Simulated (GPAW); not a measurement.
# Core-hole calculation of the Ni K edge in YNiC2 (Amm2)

How does the Ni K edge of YNiC2 (Amm2) move when the bonds are compressed or stretched?

Method: X-ray absorption from dipole matrix elements to empty bands, plane-wave PAW LDA, in GPAW 26.7.0.

Most raw output is cut from this account.

### Step 1. The structure

Symmetry: Amm2, No. 38, orthorhombic system. Conventional cell: a = 3.611 Å, b = 4.486 Å, c = 5.982 Å, α = 90.00°, β = 90.00°, γ = 90.00°. Y has 8 C at 2.64 to 2.67 Å and 6 Ni at 2.95 Å nearest. Ni has 4 C at 1.93 to 1.98 Å and 6 Y at 2.95 Å nearest. Nearest to C lie 1 C at 1.37 Å and 2 Ni at 1.93 to 1.98 Å and 4 Y at 2.64 to 2.67 Å. Farther neighbours are not listed.

Structure file:

```xyz
4
Lattice="3.6105 0.0000 0.0000 0.0000 2.2428 2.9912 0.0000 -2.2428 2.9912" Properties=species:S:1:pos:R:3 pbc="T T T"
Y     0.0000    0.0000    0.0188
Ni    1.8053    0.0000    3.6698
C     1.8053   -0.6846    1.8140
C     1.8053    0.6846    1.8140
```

### Step 2. Ground state of the crystal

A plain self-consistent run shows whether there is a gap and which moments survive; both decide the set-up of the core-hole run.

The input, scf.py:

```python
import numpy as np
from ase import Atoms
from ase.parallel import parprint, paropen
from gpaw import GPAW, PW, FermiDirac, Mixer, MixerDif, setup_paths
from gpaw.test import gen
setup_paths.insert(0, '.')
gen('Ni', name='nch1s', xcname='LDA', corehole=(1, 0, 0), write_xml=True)
from gpaw.mpi import world
world.barrier()

atoms = Atoms('YNiC2',
    cell=[[3.61051776, 0, 0],
     [0, 2.24279581, 2.99123466],
     [0, -2.24279581, 2.99123466]],
    scaled_positions=[[0, 0.00313647, 0.00313647],
     [0.5, 0.61343209, 0.61343209],
     [0.5, 0.15059106, 0.45584038],
     [0.5, 0.45584038, 0.15059106]],
    magmoms=[0.0, 2.0, 0.0, 0.0],
    pbc=True)
atoms.calc = calc = GPAW(legacy_gpaw=True, mode=PW(430), xc='LDA', setups={1: 'nch1s'},
    kpts={'size': (7, 7, 7), 'gamma': True}, occupations=FermiDirac(0.05),
    charge=0, mixer=MixerDif(0.05, 8, 50), maxiter=150,
    convergence={'density': 0.0001}, txt='scf.txt')
energy = atoms.get_potential_energy() + calc.get_reference_energy()
ef = calc.get_fermi_level()
out = dict(energy=energy, fermi=ef, forces=atoms.get_forces().tolist(), magmoms=atoms.get_magnetic_moments().tolist())
parprint(f'all-electron energy {energy:.4f} eV, Fermi level {ef:.4f} eV')
ev = np.array([[calc.get_eigenvalues(k, s) for k in range(len(calc.get_ibz_k_points()))] for s in range(calc.get_number_of_spins())])
out['homo'], out['lumo'], out['counts'] = ev[ev < ef].max(), ev[ev > ef].min(), sorted(set((ev < ef).sum((0, 2)).tolist()))
out['filled'] = (ev[:, 0] < ef).sum(1).tolist()
import json
with paropen('out.json', 'w') as f:
    json.dump(out, f)
```

Launch:

```console
$ OMP_NUM_THREADS=1 mpirun -n 2 gpaw python scf.py
```

Run time: 48 s. Hardware: 2 MPI ranks of Arm Neoverse V1, shared host; peak memory 0.24 GiB; 96 s of CPU time.

The mesh shows no gap, so the system is treated as a metal and the core electron is put at the Fermi level (neutral cell).

### Step 3. Reference energy of the supercell

The photon energy needs a difference of total energies, so the cell and mesh of the coming hole run are first run without a hole.

scf.py, as its differences from that of step 2:

```diff
@@ -10,14 +10,26 @@
 
-atoms = Atoms('YNiC2',
-    cell=[[3.61051776, 0, 0],
-     [0, 2.24279581, 2.99123466],
-     [0, -2.24279581, 2.99123466]],
-    scaled_positions=[[0, 0.00313647, 0.00313647],
-     [0.5, 0.61343209, 0.61343209],
-     [0.5, 0.15059106, 0.45584038],
-     [0.5, 0.45584038, 0.15059106]],
-    magmoms=[0.0, 2.0, 0.0, 0.0],
+atoms = Atoms('Y4Ni4C8',
+    cell=[[-3.61051776, 4.48559162, 0],
+     [3.61051776, 4.48559162, 0],
+     [0, 0, -5.98246932]],
+    scaled_positions=[[0, 0, 0.99686353],
+     [0.25, 0.25, 0.49686353],
+     [0.5, 0.5, 0.99686353],
+     [0.75, 0.75, 0.49686353],
+     [0.75, 0.25, 0.38656791],
+     [0, 0.5, 0.88656791],
+     [0.25, 0.75, 0.38656791],
+     [0.5, 0, 0.88656791],
+     [0.67368767, 0.17368767, 0.69678428],
+     [0.92368767, 0.42368767, 0.19678428],
+     [0.17368767, 0.67368767, 0.69678428],
+     [0.42368767, 0.92368767, 0.19678428],
+     [0.82631233, 0.32631233, 0.69678428],
+     [0.07631233, 0.57631233, 0.19678428],
+     [0.32631233, 0.82631233, 0.69678428],
+     [0.57631233, 0.07631233, 0.19678428]],
+    magmoms=[0.0, 0.0, 0.0, 0.0, 2.0, 2.0, 2.0, 2.0, 0.0, 0.0, 0.0, 0.0, 0.0, 0.0, 0.0, 0.0],
     pbc=True)
-atoms.calc = calc = GPAW(legacy_gpaw=True, mode=PW(430), xc='LDA', setups={1: 'nch1s'},
-    kpts={'size': (7, 7, 7), 'gamma': True}, occupations=FermiDirac(0.05),
+atoms.calc = calc = GPAW(legacy_gpaw=True, mode=PW(430), xc='LDA', setups={4: 'nch1s'},
+    kpts={'size': (3, 3, 3), 'gamma': True}, occupations=FermiDirac(0.1),
     charge=0, mixer=MixerDif(0.05, 8, 50), maxiter=150,
```

It took 2.6 min on 2 MPI ranks; peak memory 0.46 GiB; 5.3 min of CPU time.

Reference energy: -541446.437 eV with the cores included.

### Step 4. Spectrum with XCH, Ni atom 2

The holes are 5.8 Å apart. In GPAW the data set carries the hole's charge, so charge=0 means a charged cell and charge=-1 a neutral one. The excited electron is kept in the cell, where it fills the lowest empty states and screens the hole. After the field has converged, empty bands are computed with the density fixed and the dipole matrix elements are summed.

The absorber has 2 C at 1.93 Å and 2 C at 1.98 Å (4-fold, site symmetry mm2).

The input, xas.py:

```python
import numpy as np
from ase import Atoms
from ase.parallel import parprint, paropen
from gpaw import GPAW, PW, FermiDirac, Mixer, MixerDif, setup_paths
from gpaw.test import gen
setup_paths.insert(0, '.')
gen('Ni', name='fch1s', xcname='LDA', corehole=(1, 0, 1), write_xml=True)
from gpaw.mpi import world
world.barrier()

atoms = Atoms('Y4Ni4C8',
    cell=[[-3.61051776, 4.48559162, 0],
     [3.61051776, 4.48559162, 0],
     [0, 0, -5.98246932]],
    scaled_positions=[[0, 0, 0.99686353],
     [0.25, 0.25, 0.49686353],
     [0.5, 0.5, 0.99686353],
     [0.75, 0.75, 0.49686353],
     [0.75, 0.25, 0.38656791],
     [0, 0.5, 0.88656791],
     [0.25, 0.75, 0.38656791],
     [0.5, 0, 0.88656791],
     [0.67368767, 0.17368767, 0.69678428],
     [0.92368767, 0.42368767, 0.19678428],
     [0.17368767, 0.67368767, 0.69678428],
     [0.42368767, 0.92368767, 0.19678428],
     [0.82631233, 0.32631233, 0.69678428],
     [0.07631233, 0.57631233, 0.19678428],
     [0.32631233, 0.82631233, 0.69678428],
     [0.57631233, 0.07631233, 0.19678428]],
    magmoms=[0.0, 0.0, 0.0, 0.0, 2.0, 2.0, 2.0, 2.0, 0.0, 0.0, 0.0, 0.0, 0.0, 0.0, 0.0, 0.0],
    pbc=True)
atoms.calc = calc = GPAW(legacy_gpaw=True, mode=PW(430), xc='LDA', setups={4: 'fch1s'},
    kpts={'size': (3, 3, 3), 'gamma': True}, occupations=FermiDirac(0.1),
    charge=-1, mixer=MixerDif(0.05, 8, 50), maxiter=150,
    convergence={'density': 0.0001}, txt='scf.txt')
energy = atoms.get_potential_energy() + calc.get_reference_energy()
ef = calc.get_fermi_level()
out = dict(energy=energy, fermi=ef, forces=atoms.get_forces().tolist(), magmoms=atoms.get_magnetic_moments().tolist())
parprint(f'all-electron energy {energy:.4f} eV, Fermi level {ef:.4f} eV')
ev = np.array([[calc.get_eigenvalues(k, s) for k in range(len(calc.get_ibz_k_points()))] for s in range(calc.get_number_of_spins())])
out['homo'], out['lumo'], out['counts'] = ev[ev < ef].max(), ev[ev > ef].min(), sorted(set((ev < ef).sum((0, 2)).tolist()))
out['filled'] = (ev[:, 0] < ef).sum(1).tolist()

from ase.units import Ha
from gpaw.xas import dipole_matrix_elements
nb = int(calc.get_number_of_electrons() / 2) + 158
top, nb = nb, nb + 8 + nb // 12
nscf = calc.fixed_density(kpts={'size': (3, 3, 3), 'gamma': True}, nbands=nb,
    convergence={'bands': top, 'eigenstates': 1e-5}, maxiter=60, txt='nscf.txt')
cell = atoms.cell.array
ops = [cell.T @ U.T @ np.linalg.inv(cell.T) for U in nscf.wfs.kd.symmetry.op_scc]
E = np.arange(-6, 34, 0.1)
fwhm = np.interp(E, [4, 25], [1.44, 3.5])
Y, X, zero, highest = 0, 0, 1e9, 1e9
for spin in range(nscf.get_number_of_spins()):
    wfs = nscf.wfs
    A = dipole_matrix_elements(wfs.setups[4])
    eps = np.zeros((wfs.kd.nibzkpts, nb))
    d = np.zeros((3, A.shape[1], wfs.kd.nibzkpts, nb), complex)
    for kpt in wfs.kpt_u:
        if kpt.s == spin and 4 in kpt.P_ani:
            eps[kpt.k] = kpt.eps_n * Ha
            d[:, :, kpt.k] = (kpt.weight * wfs.nspins / 2) ** 0.5 * np.inner(A, kpt.P_ani[4])
    world.sum(eps)
    world.sum(d)
    T = np.einsum('amkn,bmkn->abkn', d, d.conj()).real
    T = sum(np.einsum('ai,ijkn,bj->abkn', R, T, R) for R in ops) / len(ops)
    empty = eps > ef
    zero, highest = min(zero, eps[empty].min()), min(highest, eps[:, top - 1].min())
    lines = [(eps, T, empty)] if spin == 0 else lines + [(eps, T, empty)]
for eps, T, empty in lines:
    f = np.einsum('aakn->akn', T).reshape(3, -1)
    x = eps.ravel() - zero
    w = np.interp(x, E, fwhm) / 2.35482
    g = np.exp(-0.5 * ((E[:, None] - x) / w) ** 2) / (w * (2 * np.pi) ** 0.5)
    Y = Y + (f * empty.ravel()) @ g.T
    X = X + (f * ~empty.ravel()) @ g.T
out.update(E=E.round(2).tolist(), xas=Y.tolist(), xes=X.tolist(), zero=zero, valid=highest - zero, nk=len(eps), nb=nb)
for i in range(0, len(E), 10):
    parprint(f'{E[i]:7.2f}', *(f'{v:10.3e}' for v in Y[:, i]))
import json
with paropen('out.json', 'w') as f:
    json.dump(out, f)
```

Launch:

```console
$ OMP_NUM_THREADS=1 mpirun -n 2 gpaw python xas.py
```

Elapsed: 8.2 min, on 2 MPI ranks; peak memory 0.76 GiB.

The Ni K spectrum, Ni atom 2, excited-electron core hole (neutral cell) (energy from the lowest empty level; intensity scaled to a mean of 1 over the first 20 eV; polarised curves are means over the symmetry-equivalent atoms):

| E (eV) | isotropic | ε ∥ x | ε ∥ y | ε ∥ z |
| --- | --- | --- | --- | --- |
| -2.0 | 0.00 | 0.00 | 0.00 | 0.00 |
| -1.4 | 0.00 | 0.01 | 0.00 | 0.00 |
| -0.8 | 0.04 | 0.08 | 0.03 | 0.01 |
| -0.2 | 0.16 | 0.33 | 0.11 | 0.06 |
| 0.4 | 0.31 | 0.60 | 0.23 | 0.11 |
| 1.0 | 0.37 | 0.66 | 0.31 | 0.13 |
| 1.6 | 0.35 | 0.57 | 0.33 | 0.14 |
| 2.2 | 0.34 | 0.53 | 0.34 | 0.15 |
| 2.8 | 0.35 | 0.54 | 0.34 | 0.17 |
| 3.4 | 0.34 | 0.51 | 0.31 | 0.21 |
| 4.0 | 0.37 | 0.55 | 0.26 | 0.30 |
| 4.6 | 0.48 | 0.76 | 0.25 | 0.41 |
| 5.2 | 0.59 | 1.04 | 0.29 | 0.45 |
| 5.8 | 0.64 | 1.24 | 0.29 | 0.38 |
| 6.4 | 0.55 | 1.16 | 0.21 | 0.27 |
| 7.0 | 0.43 | 0.91 | 0.13 | 0.23 |
| 7.6 | 0.45 | 0.91 | 0.10 | 0.34 |
| 8.2 | 0.63 | 1.31 | 0.09 | 0.49 |
| 8.8 | 0.87 | 1.90 | 0.13 | 0.58 |
| 9.4 | 1.08 | 2.37 | 0.20 | 0.67 |
| 10.0 | 1.27 | 2.54 | 0.35 | 0.90 |
| 10.6 | 1.41 | 2.37 | 0.61 | 1.26 |
| 11.2 | 1.50 | 2.02 | 0.94 | 1.55 |
| 11.8 | 1.53 | 1.67 | 1.30 | 1.60 |
| 12.4 | 1.49 | 1.38 | 1.64 | 1.45 |
| 13.0 | 1.43 | 1.11 | 1.92 | 1.25 |
| 13.6 | 1.39 | 0.93 | 2.11 | 1.13 |
| 14.2 | 1.40 | 0.86 | 2.23 | 1.12 |
| 14.8 | 1.51 | 0.89 | 2.38 | 1.25 |
| 15.4 | 1.66 | 0.94 | 2.56 | 1.48 |
| 16.0 | 1.76 | 0.95 | 2.62 | 1.70 |
| 16.6 | 1.72 | 0.89 | 2.46 | 1.82 |
| 17.2 | 1.58 | 0.78 | 2.13 | 1.83 |
| 17.8 | 1.42 | 0.69 | 1.77 | 1.81 |
| 18.4 | 1.31 | 0.66 | 1.48 | 1.80 |
| 19.0 | 1.27 | 0.71 | 1.28 | 1.81 |
| 19.6 | 1.26 | 0.83 | 1.13 | 1.82 |
| 20.2 | 1.27 | 0.97 | 1.03 | 1.81 |
| 20.8 | 1.29 | 1.10 | 0.96 | 1.81 |
| 21.4 | 1.31 | 1.18 | 0.95 | 1.81 |
| 22.0 | 1.34 | 1.21 | 1.01 | 1.81 |
| 22.6 | 1.37 | 1.22 | 1.10 | 1.80 |
| 23.2 | 1.40 | 1.25 | 1.20 | 1.76 |
| 23.8 | 1.42 | 1.31 | 1.26 | 1.70 |
| 24.4 | 1.43 | 1.37 | 1.29 | 1.62 |
| 25.0 | 1.41 | 1.43 | 1.28 | 1.53 |
| 25.6 | 1.38 | 1.44 | 1.25 | 1.46 |
| 26.2 | 1.34 | 1.41 | 1.20 | 1.41 |
| 26.8 | 1.30 | 1.35 | 1.14 | 1.39 |
| 27.4 | 1.25 | 1.29 | 1.08 | 1.39 |
| 28.0 | 1.21 | 1.25 | 1.02 | 1.38 |
| 28.6 | 1.19 | 1.22 | 1.00 | 1.35 |
| 29.2 | 1.17 | 1.21 | 1.02 | 1.29 |
| 29.8 | 1.18 | 1.21 | 1.10 | 1.22 |
| 30.4 | 1.19 | 1.20 | 1.22 | 1.16 |
| 31.0 | 1.22 | 1.19 | 1.35 | 1.12 |
| 31.6 | 1.24 | 1.15 | 1.48 | 1.09 |

Main maxima below 30 eV (height): 5.7 eV (0.64), 11.7 eV (1.53), 16.2 eV (1.76) and 24.3 eV (1.43). A K edge sees empty p states. The first eV above the zero hold little dipole weight, as the lowest empty bands are of d character; the main edge, of 4p character, rises through 0.6 near 8 eV above the zero.

The total-energy difference is 8312.65 eV. The tabulated edge of the element is 8333 eV. The functional leaves an error in such absolute values: in the free atom LDA prices this hole 17.6 eV below PBE (computed apart), and PBE is itself good to a few eV.

### Step 5. Supercell without a hole, the energy reference

The cell changes for the next run, so it gets a reference energy of its own.

The cell differs from the one that the last finished run ended in (a 5.758 → 5.641 Å, b 5.758 → 5.641 Å, c 5.982 → 5.860 Å).

scf.py, as its differences from that of step 3:

```diff
@@ -11,5 +11,5 @@
 atoms = Atoms('Y4Ni4C8',
-    cell=[[-3.61051776, 4.48559162, 0],
-     [3.61051776, 4.48559162, 0],
-     [0, 0, -5.98246932]],
+    cell=[[-3.53681304, 4.39402324, 0],
+     [3.53681304, 4.39402324, 0],
+     [0, 0, -5.86034384]],
     scaled_positions=[[0, 0, 0.99686353],
```

Launch:

```console
$ OMP_NUM_THREADS=1 mpirun -n 2 gpaw python scf.py
```

Elapsed: 2.7 min, on 2 MPI ranks; peak memory 0.45 GiB.

Reference energy: -541446.610 eV with the cores included.

### Step 6. Spectrum with XCH, Ni atom 2

Shorter bonds are expected to push antibonding states and scattering resonances up, and longer ones down; the cell is scaled to test that.

Changed against the first core-hole run: volume scale from 1 to 0.94.

xas.py, as its differences from that of step 4:

```diff
@@ -11,5 +11,5 @@
 atoms = Atoms('Y4Ni4C8',
-    cell=[[-3.61051776, 4.48559162, 0],
-     [3.61051776, 4.48559162, 0],
-     [0, 0, -5.98246932]],
+    cell=[[-3.53681304, 4.39402324, 0],
+     [3.53681304, 4.39402324, 0],
+     [0, 0, -5.86034384]],
     scaled_positions=[[0, 0, 0.99686353],
@@ -46,3 +46,3 @@
 from gpaw.xas import dipole_matrix_elements
-nb = int(calc.get_number_of_electrons() / 2) + 158
+nb = int(calc.get_number_of_electrons() / 2) + 151
 top, nb = nb, nb + 8 + nb // 12
```

Launch:

```console
$ OMP_NUM_THREADS=1 mpirun -n 2 gpaw python xas.py
```

Run time: 7.9 min. Hardware: 2 MPI ranks; peak memory 0.71 GiB; 16 min of CPU time.

| E (eV) | first run | this run |
| --- | --- | --- |
| -2.0 | 0.00 | 0.00 |
| -1.0 | 0.02 | 0.02 |
| 0.0 | 0.22 | 0.22 |
| 1.0 | 0.37 | 0.39 |
| 2.0 | 0.34 | 0.36 |
| 3.0 | 0.35 | 0.38 |
| 4.0 | 0.37 | 0.37 |
| 5.0 | 0.56 | 0.53 |
| 6.0 | 0.62 | 0.69 |
| 7.0 | 0.43 | 0.53 |
| 8.0 | 0.56 | 0.44 |
| 9.0 | 0.94 | 0.76 |
| 10.0 | 1.27 | 1.13 |
| 11.0 | 1.48 | 1.43 |
| 12.0 | 1.52 | 1.57 |
| 13.0 | 1.43 | 1.55 |
| 14.0 | 1.39 | 1.43 |
| 15.0 | 1.56 | 1.41 |
| 16.0 | 1.76 | 1.60 |
| 17.0 | 1.64 | 1.73 |
| 18.0 | 1.38 | 1.57 |
| 19.0 | 1.27 | 1.35 |
| 20.0 | 1.27 | 1.27 |
| 21.0 | 1.30 | 1.27 |
| 22.0 | 1.34 | 1.30 |
| 23.0 | 1.39 | 1.35 |
| 24.0 | 1.43 | 1.42 |
| 25.0 | 1.41 | 1.48 |
| 26.0 | 1.36 | 1.50 |
| 27.0 | 1.28 | 1.44 |
| 28.0 | 1.21 | 1.35 |
| 29.0 | 1.18 | 1.26 |
| 30.0 | 1.18 | 1.19 |
| 31.0 | 1.22 | 1.17 |
| 32.0 | 1.25 | 1.19 |

The scaled spectrum changes by 8 % r.m.s. The highest intensity below 24 eV goes from 16.2 eV (1.76) to 16.9 eV (1.73).

The photon energy of the zero moves by +0.12 eV.

### Step 7. Reference energy of the supercell

The cell differs from the one that the last finished run ended in (a 5.641 → 5.700 Å, b 5.641 → 5.700 Å, c 5.860 → 5.922 Å).

scf.py, as its differences from that of step 5:

```diff
@@ -11,5 +11,5 @@
 atoms = Atoms('Y4Ni4C8',
-    cell=[[-3.53681304, 4.39402324, 0],
-     [3.53681304, 4.39402324, 0],
-     [0, 0, -5.86034384]],
+    cell=[[-3.57404539, 4.44027952, 0],
+     [3.57404539, 4.44027952, 0],
+     [0, 0, -5.92203621]],
     scaled_positions=[[0, 0, 0.99686353],
```

Launch:

```console
$ OMP_NUM_THREADS=1 mpirun -n 2 gpaw python scf.py
```

The job ended after 2.9 min (2 MPI ranks; peak memory 0.46 GiB).

Reference energy: -541446.632 eV with the cores included.

### Step 8. Spectrum with XCH, Ni atom 2

Changed against the first core-hole run: volume scale from 1 to 0.97.

xas.py, as its differences from that of step 6:

```diff
@@ -11,5 +11,5 @@
 atoms = Atoms('Y4Ni4C8',
-    cell=[[-3.53681304, 4.39402324, 0],
-     [3.53681304, 4.39402324, 0],
-     [0, 0, -5.86034384]],
+    cell=[[-3.57404539, 4.44027952, 0],
+     [3.57404539, 4.44027952, 0],
+     [0, 0, -5.92203621]],
     scaled_positions=[[0, 0, 0.99686353],
@@ -46,3 +46,3 @@
 from gpaw.xas import dipole_matrix_elements
-nb = int(calc.get_number_of_electrons() / 2) + 151
+nb = int(calc.get_number_of_electrons() / 2) + 155
 top, nb = nb, nb + 8 + nb // 12
```

Launch:

```console
$ OMP_NUM_THREADS=1 mpirun -n 2 gpaw python xas.py
```

Elapsed: 8.3 min, on 2 MPI ranks; peak memory 0.76 GiB; 17 min of CPU time.

| E (eV) | first run | this run |
| --- | --- | --- |
| -2.0 | 0.00 | 0.00 |
| -1.0 | 0.02 | 0.02 |
| 0.0 | 0.22 | 0.22 |
| 1.0 | 0.37 | 0.38 |
| 2.0 | 0.34 | 0.35 |
| 3.0 | 0.35 | 0.36 |
| 4.0 | 0.37 | 0.37 |
| 5.0 | 0.56 | 0.54 |
| 6.0 | 0.62 | 0.66 |
| 7.0 | 0.43 | 0.47 |
| 8.0 | 0.56 | 0.48 |
| 9.0 | 0.94 | 0.85 |
| 10.0 | 1.27 | 1.20 |
| 11.0 | 1.48 | 1.46 |
| 12.0 | 1.52 | 1.56 |
| 13.0 | 1.43 | 1.49 |
| 14.0 | 1.39 | 1.39 |
| 15.0 | 1.56 | 1.46 |
| 16.0 | 1.76 | 1.70 |
| 17.0 | 1.64 | 1.71 |
| 18.0 | 1.38 | 1.47 |
| 19.0 | 1.27 | 1.30 |
| 20.0 | 1.27 | 1.26 |
| 21.0 | 1.30 | 1.28 |
| 22.0 | 1.34 | 1.32 |
| 23.0 | 1.39 | 1.38 |
| 24.0 | 1.43 | 1.44 |
| 25.0 | 1.41 | 1.46 |
| 26.0 | 1.36 | 1.43 |
| 27.0 | 1.28 | 1.36 |
| 28.0 | 1.21 | 1.27 |
| 29.0 | 1.18 | 1.21 |
| 30.0 | 1.18 | 1.17 |
| 31.0 | 1.22 | 1.19 |
| 32.0 | 1.25 | 1.23 |

The scaled spectrum changes by 4 % r.m.s. The highest intensity below 24 eV goes from 16.2 eV (1.76) to 16.5 eV (1.75).

The photon energy of the zero moves by +0.06 eV.

### Step 9. Reference energy of the supercell

The cell differs from the one that the last finished run ended in (a 5.700 → 5.871 Å, b 5.700 → 5.871 Å, c 5.922 → 6.100 Å).

scf.py, as its differences from that of step 7:

```diff
@@ -11,5 +11,5 @@
 atoms = Atoms('Y4Ni4C8',
-    cell=[[-3.57404539, 4.44027952, 0],
-     [3.57404539, 4.44027952, 0],
-     [0, 0, -5.92203621]],
+    cell=[[-3.6813302, 4.57356673, 0],
+     [3.6813302, 4.57356673, 0],
+     [0, 0, -6.09980243]],
     scaled_positions=[[0, 0, 0.99686353],
```

Launch:

```console
$ OMP_NUM_THREADS=1 mpirun -n 2 gpaw python scf.py
```

Wall time 3.2 min (2 MPI ranks); peak memory 0.48 GiB; 6.4 min of CPU time.

Reference energy: -541445.495 eV with the cores included.

(Continued in part 2 of 2.)

[Logs are printed without paths, hosts, clocks, repeated set-up lines and the standing remarks that a program may print on its own settings, such as how far it seeks lower states.]

[Hosts, paths, dates, database ids (printed as entryN), source tags and the programs' standing remarks are cut or masked in the printed files.]

[Lists of maxima count a maximum above −3 eV only where it reaches 4 % of the highest in the window and stands out from its surroundings by 2 % of it (1.5 % where it reaches 55 %); shoulders and weaker maxima are passed over, and of the rest the first, up to two pre-edge ones and the few strongest are named.]
